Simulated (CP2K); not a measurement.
Consider trichloroethylene at its PBE geometry (Å).

```xyz
6

Cl    1.9266    0.9792   -0.0111
C     0.6949   -0.2172   -0.0235
C    -0.6201    0.0608    0.0165
Cl   -1.2698    1.6495    0.0894
Cl   -1.7765   -1.2265   -0.0018
H     1.0448   -1.2458   -0.0694
```

Method: CP2K XAS_TDP, all-electron GAPW, PBEh(45%), aug-pc-1, TDA, GW2X-corrected core level, no relativity.

Q: Predict the bright core excitations at the C K edge.

Leading lines: C2 287.01 eV and C3 287.82 eV. The leading line of an atom is its first one with 35 % of the strongest within 2.5 eV of its lowest line over the strength cut. Core ionisation energies at this level: C2 293.12 and C3 294.02 eV.

The first six lines of each atom with a strength over 0.0015:

```tsv
atom	energy (eV)	states	strength, one atom	above the computed threshold
C2 (bonded to C, Cl and H)	287.01	1	0.0538	
	288.71	1	0.0450	
	290.67	1	0.0154	
	292.58	1	0.0045	
	292.59	1	0.0054	
	293.89	1	0.0026	yes
C3 (bonded to C and 2 Cl)	287.82	1	0.0577	
	289.35	1	0.0560	
	289.54	1	0.0374	
	292.93	1	0.0062	
	293.41	1	0.0029	
	294.94	2	0.0046	yes
```

Lines are vertical, at one geometry, with no vibrational structure. GW2X ionisation energies and lines can be off by 1 to 2 eV either way, and a good line position may hide errors that cancel. These values hold no scalar relativity, about 0.1 eV for C 1s. Rydberg lines, and the discretised continuum above threshold, depend on the basis and the box.

[Banner, clock and machine lines of the logs are left out without a mark of their own.]

[Logs are printed without paths, hosts, clocks, repeated set-up lines and the standing remarks that a program may print on its own settings, such as how far it seeks lower states.]

[Hosts, paths, dates, database ids (printed as entryN), source tags and the programs' standing remarks are cut or masked in the printed files.]
